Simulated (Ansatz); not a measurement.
# Phonons of SiAgW in the AlB2 type, part 3 of 3

Question: is the lattice of SiAgW in the AlB2 type stable, and if so, what are its coupling constant and resistivity?

Ansatz 0.2.0; DFT PBE, scalar-relativistic, plane waves, PAW; PAW set soft_1.

So far, highest frequency, solved or plainly interpolated (cm⁻¹): step 5 (phonons by linear response: q 2×2×2, k 4×4×6) 299; step 6 (k-mesh 6×6×9, q mesh 3×3×3) 292. Also lowest on path (cm⁻¹): step 5 -56.7; step 6 -76.6. The relaxed cell has a = 4.402, c = 2.735 Å (conventional setting).

The structure was built from a prototype and need not be the compound's stable phase.

### 7. Coupling and resistivity: q 3×3×3, k 6×6×9, scattering 8×8×12

Phonons, couplings and the Boltzmann equation in one run.

Contents of input.yaml:

```yaml
crystal:
  lattice:
    - [4.4017689684, 0.0, 0.0]
    - [-2.2008844842, 3.8120437482, 0.0]
    - [0.0, 0.0, 2.7345395667]
  atoms:
    - { symbol: W, position: [0.0, 0.0, 0.0] }
    - { symbol: Si, position: [0.3333333333, 0.6666666667, 0.5] }
    - { symbol: Ag, position: [0.6666666667, 0.3333333333, 0.5] }
kpoints:
  mp_grid: { grid: [6, 6, 9] }
hamiltonian:
  xc: pbe
  pseudopotentials: { kind: paw, azcp: { folder: soft_1 } }
scf:
  occupations: { method: methfessel_paxton, width: 0.2 }
output:
  eigenvalues: true
phonons:
  method: dfpt
  qmesh: [3, 3, 3]
  temperatures: { t_max: 1000, t_step: 50 }
  qpath:
    path:
      - [[0.0, 0.0, 0.0], [0.5, 0.0, 0.0], [0.33333333, 0.33333333, 0.0], [0.0, 0.0, 0.0], [0.0, 0.0, 0.5], [0.5, 0.0, 0.5], [0.33333333, 0.33333333, 0.5], [0.0, 0.0, 0.5]]
      - [[0.5, 0.0, 0.5], [0.5, 0.0, 0.0]]
      - [[0.33333333, 0.33333333, 0.5], [0.33333333, 0.33333333, 0.0]]
    npoints: 10
  electrical_resistivity:
    mesh: [8, 8, 12]
    temperatures: [20.0, 50.0, 77.0, 100.0, 150.0, 200.0, 300.0, 400.0, 600.0, 800.0]
```

Started as:

```sh
> ansatz run input.yaml --threads 4 --pin off --max-ram 12288MiB --backend cpu --events-out ev --progress --plain --runs-dir out
```

The program printed:

```text
[the first part of the log is left out]
  E_xc         = -484.104395
  E_vxc        = -481.962694  (∫ρ·V_xc dr)
  E_paw        = -13042.123195  (= ΣΔE_a)
  E_vpaw       = -659.584655  (= ΣTr[D̂ρ^β])
  E_aug_tail   = 0.000567  (compensation charges beyond the density's cutoff)
  E_ewald      = -4290.320580
  E_smearing   = -0.001008  (= −TS)
  E_closure    = 0.000000  (closes the sum)
  Σ components = -18610.845162   (vs F -18610.845162, Δ=0.00e0)
--- Band table (eV; the first three rows and the last of 35) ---
  k-point 0: bands = ["-75.2131", "-56.1207", "-38.7051", "-38.7051", "-38.5312", "-20.3577", "-20.3577", "-19.9014", "6.0828", "10.9525", "11.1367", "11.1367", "13.1362", "13.1362", "14.1645", "14.4923", "14.4923", "17.9036", "20.1706", "20.1706", "20.2093", "20.2093", "23.2973"]
  k-point 1: bands = ["-75.2116", "-56.1137", "-38.7034", "-38.7034", "-38.5498", "-20.3458", "-20.3458", "-20.0115", "6.3504", "11.1474", "11.1474", "11.2062", "12.7960", "12.7960", "14.7039", "14.8800", "14.8800", "18.0666", "18.7252", "18.7252", "21.6878", "21.6878", "22.1218"]
  k-point 2: bands = ["-75.2080", "-56.0958", "-38.6989", "-38.6989", "-38.5967", "-20.3157", "-20.3157", "-20.2832", "7.1170", "11.1597", "11.1597", "11.8381", "12.2137", "12.2137", "15.6683", "15.6683", "16.0126", "17.4903", "17.4903", "18.4456", "19.7912", "22.4783", "22.4783"]
  k-point 34: bands = ["-75.2010", "-56.0621", "-38.6911", "-38.6910", "-38.6846", "-20.7667", "-20.2640", "-20.2612", "10.1966", "11.1394", "11.2203", "11.4876", "12.1971", "12.6150", "14.2132", "15.0774", "15.9388", "16.6230", "18.6934", "19.2302", "19.2335", "20.0714", "22.0659"]
--- Phonons (Γ-DFPT): 6 representative perturbations + reference (Σ response iterations 24) ---
  ASR residual: 2.901e-5 → 0.000e0 eV/Å²; symmetrization residual: 3.939e-7 eV/Å²
  ASR residual per site (eV/Å²): 1.34e-5 2.90e-5 7.72e-6
  Γ frequencies (cm⁻¹): 0.00 0.00 0.00 43.46 121.88 157.00 157.00 289.93 289.93
--- Phonons (arbitrary-q DFPT): 6 irreducible q on the 3×3×3 mesh ---
  q = [0.0000, 0.0000, 0.0000] (star 1, of the zone-centre solve; hermiticity 7.53e-8, symmetrization 5.87e-13): -0.00 -0.00 0.00 43.46 121.88 157.00 157.00 289.93 289.93
  q = [0.0000, 0.0000, 0.3333] (star 2, 6 solved perturbations in 540 linear systems a pass and spin channel, the states on 117 of 324 k-point pairs; hermiticity 5.50e-8, symmetrization 2.73e-12): 94.74 94.74 120.81 136.45 136.45 157.75 201.83 275.01 275.01
  q = [0.0000, 0.3333, 0.0000] (star 6, 9 solved perturbations on 105 of 324 k-point pairs; hermiticity 9.06e-8, symmetrization 1.32e-13): -64.53 47.76 64.65 76.69 113.49 151.57 156.83 279.47 285.98
  q = [0.0000, 0.3333, 0.3333] (star 12, 9 solved perturbations on 189 of 324 k-point pairs; hermiticity 5.53e-8, symmetrization 1.16e-14): 68.53 91.27 122.60 128.98 142.21 176.04 194.56 278.69 283.02
  q = [0.3333, 0.3333, 0.0000] (star 2, 6 solved perturbations in 465 linear systems a pass and spin channel, the states on 105 of 324 k-point pairs; hermiticity 2.80e-8, symmetrization 2.60e-9): -50.74 54.19 78.86 95.14 96.42 104.67 191.72 270.42 292.16
  q = [0.3333, 0.3333, 0.3333] (star 4, 6 solved perturbations in 837 linear systems a pass and spin channel, the states on 189 of 324 k-point pairs; hermiticity 1.22e-7, symmetrization 2.19e-9): 78.74 90.19 94.64 147.32 161.37 165.88 192.51 279.18 290.80
  sum rule: each row above includes the acoustic sum rule's correction from the zone centre's row sums; it moved no ω² by more than (0.53 cm⁻¹)²
  mesh force constants: q→R imaginary residual 0.00e0; ASR residual 2.901e-5 → 0.000e0 eV/Å²; symmetrization residual 3.553e-15 eV/Å²
  interpolated dispersion: 93 rows × 9 modes
  density of states and harmonic sums: on the 18×18×24 q-mesh, interpolated from the force constants of a 3×3×3 supercell (no non-analytic term)
  largest difference from the sums on the solved wave vectors: F 1.96e-2 eV, S 2.47e-5 and C_V 5.43e-6 eV/K
  zero-point energy: 0.085653 eV/cell   skipped modes (ω ≤ 0): 168, of them read as no rigid motion or as one in doubt: 165 (3.479e-1 modes/cell left out, lowest -76.64 cm⁻¹)   left out of the sums: 3.87e-2 of the cell's modes: C_V's classical limit lies that fraction below 3 k_B per atom; for a crystal, a wire or a layer, F and S can be off by more, and a phonons.interpolated_qmesh denser along its periods is the remedy for the sampling
Error: electrical resistivity: the mode of lowest frequency at the wavevector [0.0000, -0.5000, 0.0000] is imaginary, -76.64 cm⁻¹ (written negative): the force constants describe an unstable lattice; relax the structure, enlarge phonons.supercell (under dfpt, kpoints.mp_grid), or, with a block electrical_resistivity or superconductivity, name a file of force constants under which the crystal is stable (phonons.electron_phonon_force_constants)
The harmonic force constants that this run solved are whole in <dir>
```

It took 2.1 min on 4 threads of Arm Neoverse V2, shared host; peak memory 0.78 GiB.

The run ended with an error.

The program's message: “electrical resistivity: the mode of lowest frequency at the wavevector [0.0000, -0.5000, 0.0000] is imaginary, -76.64 cm⁻¹ (written negative): the force constants describe an unstable lattice; relax t …”

The run stops because a mode is imaginary on the scattering mesh, where no scattering rate is defined; denser k meshes, other smearings and, between solved wavevectors, finer q meshes show whether the instability is real.

### 8. Summary of results

| Quantity | Value |
| --- | --- |
| phonon run of the rows without a label of their own | PBE, q 3×3×3, k 6×6×9 |
| softest mode on the q mesh | -64.5 cm⁻¹ at q = (0.333, 0, 0) |
| highest frequency, solved or plainly interpolated | 292 cm⁻¹ |

**Reading.** The lattice is dynamically unstable at this level: a mode at q = (0.333, 0, 0) is imaginary, 64.5i cm⁻¹, so no harmonic coupling constant or resistivity is defined for this structure. These meshes are coarse, and single modes of a metal can move by tens of cm⁻¹ with the k mesh. The coarser mesh found an imaginary mode at another wavevector, which this mesh lacks. Spin–orbit coupling, left out here, matters for W. The phonon runs are not spin-polarised. The structure was built by hand as an ordered model, and its stability against other phases was not tested.

[Logs are printed without paths, hosts, clocks, repeated set-up lines and the standing remarks that a program may print on its own settings, such as how far it seeks lower states.]

[Hosts, paths, dates, database ids (printed as entryN), source tags and the programs' standing remarks are cut or masked in the printed files.]
